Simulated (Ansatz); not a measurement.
# Lattice dynamics of AlAg2B (built on the sites of a database entry of AlAg)

The cell of AlAg2B (built on the sites of a database entry of AlAg) is at rest. What are its phonons?

Program: Ansatz 0.2.0. Level of theory: DFT RPBE, scalar-relativistic, plane waves, PAW. Results are calculated unless marked as measured.

The structure was built from a prototype and need not be the compound's stable phase.

## (1) Set-up

The structure is trigonal, space group R3m (No. 160). The conventional cell has a = 3.005 Å, b = 3.005 Å, c = 23.387 Å, α = 90.00°, β = 90.00°, γ = 120.00°. B has 3 Al at 2.27 Å and 3 Ag at 2.36 Å nearest. Al has 3 B at 2.27 Å and 3 Ag at 2.82 Å nearest. Nearest to Ag lie 3 Al at 2.82 Å and 9 Ag at 3.00 to 3.04 Å. Nearest to Ag lie 3 B at 2.36 Å and 9 Ag at 3.00 to 3.04 Å. Farther neighbours are not listed.

## (2) Linear response at the zone centre

The cell comes from relaxations at this level that are not shown. The zone centre is the only wavevector solved here; it holds the modes that light can see, as far as symmetry allows. No field response is asked, since the mesh shows no gap.

The input, input.yaml:

```yaml
crystal:
  lattice:
    - [1.5022712914, 0.8673382356, 7.7957203538]
    - [-1.5022712914, 0.8673382356, 7.7957203538]
    - [0.0, -1.7346719679, 7.7957208549]
  atoms:
    - { symbol: B, position: [0.3713642508, 0.3713642508, 0.3713642508] }
    - { symbol: Al, position: [0.642082516, 0.642082516, 0.642082516] }
    - { symbol: Ag, position: [0.8801074888, 0.8801074888, 0.8801074888] }
    - { symbol: Ag, position: [0.1064457446, 0.1064457446, 0.1064457446] }
kpoints:
  mp_grid: { grid: [18, 18, 18] }
hamiltonian:
  xc: rpbe
scf:
  occupations: { method: methfessel_paxton, width: 0.2 }
output:
  eigenvalues: true
phonons:
  method: dfpt
```

Command:

```
$ ansatz run input.yaml --threads 8 --pin off --max-ram 14336MiB --backend cpu --events-out ev --progress --plain --runs-dir out
```

Numbers of over 12 decimals in the logs are rounded to 6 here.

Output:

```text
Engine: ansatz 0.2.0, aarch64-unknown-linux-gnu
Pseudopotentials: kind: paw
Pseudopotential: B, paw, valence charge 3, recommended cutoff 420 eV (normal), B.paw.azcp
Pseudopotential: Al, paw, valence charge 3, recommended cutoff 420 eV (normal), Al.paw.azcp
Pseudopotential: Ag, paw, valence charge 19, recommended cutoff 420 eV (normal), Ag.paw.azcp
Functional definition: RPBE
  parameter kappa = 0.804
  parameter beta = 0.066725
  exchange = rpbe_x(kappa = kappa, mu = beta*pi^2/3)
  correlation = pbe_c(beta = beta)
Crystal: 4 atoms, lattice volume = 60.946 Å³
Basis set: ecut = 420 eV, 1143 PW (Γ), exchange–correlation on 108×108×108 points (8 copies of the dense FFT grid, shifted against one another)
Bands: 27, of which v1, the nominal top of the filled ones, is band 22 counted from 1 (21 counted from 0)
Symmetry: 6 space group operations
k-points: 1550 of 5832 (irreducible under 2 space group operations, time reversal used)
Non-local potential: B, projectors of the file, l = 0: 2, l = 1: 2, l = 2: 1
Non-local potential: Al, projectors of the file, l = 0: 2, l = 1: 2, l = 2: 1
Non-local potential: Ag, projectors of the file, l = 0: 3, l = 1: 2, l = 2: 2, l = 3: 1
PAW form: soft (Blöchl's): semilocal exchange-correlation on the pseudo side does not see the compensation charge
PAW frozen core: B, regenerated for the run's functional, and the local potential with it (the file was generated under x = pbe(κ = 0.804, μ = 0.219515), c = pbe(β = 0.066725))
PAW frozen core: Al, regenerated for the run's functional, and the local potential with it (the file was generated under x = pbe(κ = 0.804, μ = 0.219515), c = pbe(β = 0.066725))
PAW frozen core: Ag, regenerated for the run's functional, and the local potential with it (the file was generated under x = pbe(κ = 0.804, μ = 0.219515), c = pbe(β = 0.066725))
PAW one-centre angular grid: B, 110 points (default); XC on 64 Gauss nodes
PAW one-centre angular grid: Al, 110 points (default); XC on 64 Gauss nodes
PAW one-centre angular grid: Ag, 590 points (default); XC on 64 Gauss nodes
Initial density: superposition of atomic densities (neutral atoms: chi_scale 0, normalization atom), corrected by the library's trained network
Initial wavefunctions: pseudopotential atomic-orbital guess
Functional: x = rpbe, c = pbe(β = 0.066725)
SCF iter   1: F=—  HF=-15892.787666 eV  |F-HF|=—  |Δ(HF+E_count)|=         —  Δρ=4.19e-3  dr2=2.84e-2  ethr=1.77e-3  ⟨swp⟩=4.8  Hψ=153419  notcnv=0
preconditioner: auto → Kerker (q_TF=auto, 2.584 Å⁻¹)  [metal: Δε(μ)=0.015 eV  Ē_g=8.527 eV  σ=0.200 eV  W_gap=0.06  n_scr=18 (ndim 8)  ℏωp=25.2 eV  f_vac=0.000  D(μ)=1.10/eV (n_scr^D=4)]
SCF iter   2: F=—  HF=-15892.786006 eV  |F-HF|=—  |Δ(HF+E_count)|=   1.66e-3  S|Δr|=    0.00e0  Δρ=2.06e-3  dr2=7.66e-3  ethr=6.46e-5  ⟨swp⟩=1.0  Hψ=54250  notcnv=0
SCF iter   3: F=—  HF=-15892.785375 eV  |F-HF|=—  |Δ(HF+E_count)|=   6.31e-4  S|Δr|=    0.00e0  Δρ=7.12e-4  dr2=1.01e-3  ethr=1.74e-5  ⟨swp⟩=1.1  Hψ=41502  notcnv=0
SCF iter   4: F=—  HF=-15892.785301 eV  |F-HF|=—  |Δ(HF+E_count)|=   7.40e-5  S|Δr|=    0.00e0  Δρ=2.77e-4  dr2=7.25e-5  ethr=2.30e-6  ⟨swp⟩=2.3  Hψ=57357  notcnv=0
SCF iter   5: F=—  HF=-15892.785295 eV  |F-HF|=—  |Δ(HF+E_count)|=   6.14e-6  S|Δr|=    0.00e0  Δρ=9.31e-5  dr2=1.24e-5  ethr=1.65e-7  ⟨swp⟩=2.3  Hψ=65970  notcnv=0
SCF iter   6: F=—  HF=-15892.785289 eV  |F-HF|=—  |Δ(HF+E_count)|=   5.53e-6  S|Δr|=    0.00e0  Δρ=4.70e-5  dr2=2.71e-6  ethr=2.82e-8  ⟨swp⟩=2.3  Hψ=64179  notcnv=0
SCF iter   7: F=—  HF=-15892.785280 eV  |F-HF|=—  |Δ(HF+E_count)|=   9.38e-6  S|Δr|=    0.00e0  Δρ=1.32e-5  dr2=1.23e-7  ethr=6.17e-9  ⟨swp⟩=2.5  Hψ=66138  notcnv=0
SCF iter   8: F=—  HF=-15892.785280 eV  |F-HF|=—  |Δ(HF+E_count)|=   4.46e-9  S|Δr|=    0.00e0  Δρ=3.94e-6  dr2=1.51e-8  ethr=2.79e-10  ⟨swp⟩=2.3  Hψ=64670  notcnv=0
SCF iter   9: F=—  HF=-15892.785280 eV  |F-HF|=—  |Δ(HF+E_count)|=  2.29e-10  S|Δr|=    0.00e0  Δρ=9.47e-7  dr2=8.80e-10  ethr=3.42e-11  ⟨swp⟩=2.4  Hψ=59180  notcnv=0
SCF iter  10: F=—  HF=-15892.785280 eV  |F-HF|=—  |Δ(HF+E_count)|=  4.18e-11  S|Δr|=    0.00e0  Δρ=3.22e-7  dr2=1.42e-10  ethr=2.00e-12  ⟨swp⟩=2.3  Hψ=61530  notcnv=0
SCF iter  11: F=—  HF=-15892.785280 eV  |F-HF|=—  |Δ(HF+E_count)|=  1.27e-11  S|Δr|=    0.00e0  Δρ=1.57e-7  dr2=1.74e-11  ethr=1.00e-12  ⟨swp⟩=1.0  Hψ=41342  notcnv=0
SCF iter  12: F=-15892.785280 eV  HF=-15892.785280 eV  |F-HF|=0.00e0  |Δ(HF+E_count)|=    0.00e0  S|Δr|=    0.00e0  Δρ=5.44e-8  dr2=3.24e-12  ethr=1.00e-12  ⟨swp⟩=6.4  Hψ=172298  notcnv=0
SCF 1 converged in 12 iterations: F = -15892.785280 eV  dr2 = 3.24e-12
  greatest PAW one-centre occupation: 1.000 electrons in one spin orbital (limit 2), on the Ag atom at site 3 (counted from 0), in its partial waves of l = 0
DFPT response loops at Γ: preconditioner auto → Kerker (q_TF=auto, 2.584 Å⁻¹) (partly filled bands, converged f_vac=0.000); β = 1.00, the filter's whole step (`scf.mixing.beta` (0.50) is not read by the response loops under this deck's `scf.mixing.preconditioner`; to damp them name `kerker` or `kerker_dos`, under which they read `scf.mixing.beta`, and type it under 1.00, their step now; both keys bind the ground state too); Broyden in place of MSR1
SCF converged after 12 iterations
Stability not checked: this state was not tested for a lower state beside it, because cold or Methfessel-Paxton smearing, or corrected tetrahedra, fill the levels in a way that the test cannot read (fill_not_monotonic; see scf.lower_state_search)
Free energy (F): -15892.785280 eV
Harris-Foulkes:  -15892.785280 eV  (|F-HF|=0.00e0)
Internal energy: -15892.787929 eV  (E = F + TS)
E sigma→0 (E₀):  -15892.785942 eV
Entropy (-TS):   0.002649 eV (0.662 meV/atom)
Fermi energy:    13.042529 eV
--- Per-component energies (eV) ---
  E_band       = -597.454496
  E_kinetic    = 1117.164744
  E_local      = -7081.902818  (includes V_loc(G=0)·N_el)
  E_nonlocal   = 178.978051
  E_hartree    = 3273.562433
  E_xc         = -440.335932
  E_vxc        = -534.209951  (∫ρ·V_xc dr)
  E_paw        = -8367.456387  (= ΣΔE_a)
  E_vpaw       = -824.610024  (= ΣTr[D̂ρ^β])
  E_aug_tail   = 0.000641  (compensation charges beyond the density's cutoff)
  E_ewald      = -4572.549556
  E_core_change = -0.249105  (= ΣΔE_core)
  E_smearing   = 0.002649  (= −TS)
  E_closure    = 0.000000  (closes the sum)
  Σ components = -15892.785280   (vs F -15892.785280, Δ=0.00e0)
--- Band table (eV; the first three rows and the last of 1550) ---
  k-point 0: bands = [... 18 lower, 8.7206, 9.0594, 9.0594, 12.5081, 16.2956, 16.9580, 16.9580, 22.7428, ... 1 higher]
  k-point 1: bands = [... 18 lower, 8.7098, 9.0385, 9.0587, 12.6296, 16.3357, 16.6940, 16.8714, 22.5601, ... 1 higher]
  k-point 2: bands = [... 18 lower, 8.6885, 9.0286, 9.0556, 12.9487, 15.9915, 16.4650, 16.6385, 21.7088, ... 1 higher]
  k-point 1549: bands = [... 18 lower, 9.0649, 9.0649, 9.6302, 10.1516, 16.9535, 16.9535, 18.8215, 20.7090, ... 1 higher]
--- Phonons (Γ-DFPT): 8 representative perturbations + reference, on 1550 of 5832 k-points (Σ response iterations 28) ---
  k mesh reduced under 2 symmetry operations, with k and −k counted as one. Each operation leaves every solved perturbation unchanged. A smaller set is not used because it would not reduce the number of displacements times k-points to solve
  ASR residual: 1.106e-4 → 0.000e0 eV/Å²; symmetrization residual: 4.389e-4 eV/Å²
  ASR residual per site (eV/Å²): 1.07e-5 1.11e-4 2.61e-5 9.61e-6
  Γ frequencies (cm⁻¹): 0.00 0.00 0.00 61.82 61.82 113.40 113.40 123.11 225.65 340.06 340.06 481.43
  non-analytic LO–TO correction: not included (Born effective charges unavailable; polar crystals: no LO–TO splitting at Γ)
```

Wall time 14 min (8 threads of Arm Neoverse V2, shared host); peak memory 6.5 GiB; 1.8 h of CPU time.

Reading the cycles: dr2 is the Hartree energy of the density residual (eV), the measure of convergence; HF is the Harris–Foulkes estimate of the energy, which meets the free energy F at convergence.

Numbers from this step:

* volume per atom: 15.24 Å³
* gap on the k-mesh: 0 eV
* sum-rule residual before enforcement: 1.11e-4 eV/Å²
* point group: 3m
* highest optical mode at the zone centre (no LO-TO term): 481.4 cm⁻¹
* lowest optical zone-centre mode: 61.82 cm⁻¹

Patterns of degenerate modes are one choice out of their space. Modes at Γ, with each element's share of the kinetic energy:

| mode | frequency (cm⁻¹) | symmetry | B % | Al % | Ag % |
| --- | --- | --- | --- | --- | --- |
| 1 | 0.0 | acoustic | 4 | 11 | 85 |
| 2 | 0.0 | acoustic | 4 | 11 | 85 |
| 3 | 0.0 | acoustic | 4 | 11 | 85 |
| 4 | 61.8 | E | 2 | 1 | 98 |
| 5 | 61.8 | E | 2 | 1 | 98 |
| 6 | 113.4 | E | 9 | 75 | 16 |
| 7 | 113.4 | E | 9 | 75 | 16 |
| 8 | 123.1 | A1 | 0 | 0 | 100 |
| 9 | 225.7 | A1 | 12 | 74 | 14 |
| 10 | 340.1 | E | 85 | 14 | 1 |
| 11 | 340.1 | E | 85 | 14 | 1 |
| 12 | 481.4 | A1 | 83 | 16 | 1 |

Displacements in mode 4 (61.8 cm⁻¹), the largest set to 1:
```
B1  -0.02 -0.53  0.00
Al2 -0.01 -0.25  0.00
Ag3  0.03  1.00  0.00
Ag4 -0.03 -0.88  0.00
```

Displacements in mode 12 (481.4 cm⁻¹), the largest set to 1:
```
B1   0.00  0.00  1.00
Al2  0.00  0.00 -0.27
Ag3  0.00  0.00  0.00
Ag4  0.00  0.00 -0.03
```

Before it was imposed, the acoustic sum rule was missed by 1.1e-4 eV/Å². Small misses are needed for a sound result but don't prove that mesh and cutoff are converged. The lowest optical mode is real, 61.8 cm⁻¹.

## (3) Another isotope, element Ag, natural mass 107.868 amu

An isotope changes the mass and not the force constants, so no new electronic calculation is needed; the shifts show which modes move this element.

The same force constants with the mass of Ag changed from 107.868 to 108.905 u (phonopy, no LO-TO term). Both lists are sorted by frequency; levels can cross, so a row need not hold one and the same mode. Modes under 3 cm⁻¹ are left out. Isotope shifts, by row:

| q | rank | natural mass (cm⁻¹) | changed mass (cm⁻¹) |
| --- | --- | --- | --- |
| 0 0 0 | 4 | 61.82 | 61.53 |
| 0 0 0 | 5 | 61.82 | 61.53 |
| 0 0 0 | 6 | 113.4 | 113.3 |
| 0 0 0 | 7 | 113.4 | 113.3 |
| 0 0 0 | 8 | 123.1 | 122.5 |
| 0 0 0 | 9 | 225.7 | 225.5 |
| 0 0 0 | 10 | 340.1 | 340 |
| 0 0 0 | 11 | 340.1 | 340 |
| 0 0 0 | 12 | 481.4 | 481.4 |

A mode of this element alone would shift by -0.48 %. The highest zone-centre frequency without the field goes from 481.4 to 481.4 cm⁻¹ (-0.0 %). The product of the frequency ratios over all optical modes at Γ is 0.984; the product rule, (m/m′)^(3k/2) (M′/M)^(3/2) with k = 2 such atoms and M the mass of the cell, gives 0.984.

## (4) Isotope substitution, element B, natural mass 10.81 amu

The same for B, from 10.81 to 10.01 u.

The same force constants with the mass of B changed from 10.810 to 10.013 u (phonopy, no LO-TO term). Both lists are sorted by frequency; levels can cross, so a row need not hold one and the same mode. Modes under 3 cm⁻¹ are left out. Isotope shifts, by row:

| q | rank | natural mass (cm⁻¹) | changed mass (cm⁻¹) |
| --- | --- | --- | --- |
| 0 0 0 | 4 | 61.82 | 61.86 |
| 0 0 0 | 5 | 61.82 | 61.86 |
| 0 0 0 | 6 | 113.4 | 113.8 |
| 0 0 0 | 7 | 113.4 | 113.8 |
| 0 0 0 | 8 | 123.1 | 123.1 |
| 0 0 0 | 9 | 225.7 | 226.6 |
| 0 0 0 | 10 | 340.1 | 351.4 |
| 0 0 0 | 11 | 340.1 | 351.4 |
| 0 0 0 | 12 | 481.4 | 497.2 |

A mode of this element alone would shift by +3.90 %. The highest zone-centre frequency without the field goes from 481.4 to 497.2 cm⁻¹ (+3.3 %). The product of the frequency ratios over all optical modes at Γ is 1.117; the product rule, (m/m′)^(3k/2) (M′/M)^(3/2) with k = 1 such atoms and M the mass of the cell, gives 1.116.

## (5) Results

```
space group (within 0.01 Å)                             : R3m
volume per atom                                         : 15.2 Å³
electronic character                                    : no gap on this mesh
highest optical mode at the zone centre (no LO-TO term) : 481 cm⁻¹
lowest optical zone-centre mode                         : 61.8 cm⁻¹
imaginary modes at Γ (the only wavevector solved)       : none
```

**Reading.** The structure is stable against zone-centre distortions, since no mode there is imaginary; other wavevectors were not solved, so zone-boundary instabilities are untested. The optical modes at Γ span 62 to 481 cm⁻¹. No dispersion was computed. The highest mode in this list at Γ, 481.4 cm⁻¹, is mostly motion of B (83 % of the kinetic energy). With no gap, or one that is small against the smearing, the frequencies hang on the k mesh and the smearing, most of all near Kohn anomalies. The starting cell was built on a prototype and not taken from a measurement, so the phase need not exist. These are harmonic frequencies at zero temperature: anharmonic shifts, linewidths and thermal expansion are left out.

[Logs are printed without paths, hosts, clocks, repeated set-up lines and the standing remarks that a program may print on its own settings, such as how far it seeks lower states.]

[Hosts, paths, dates, database ids (printed as entryN), source tags and the programs' standing remarks are cut or masked in the printed files.]
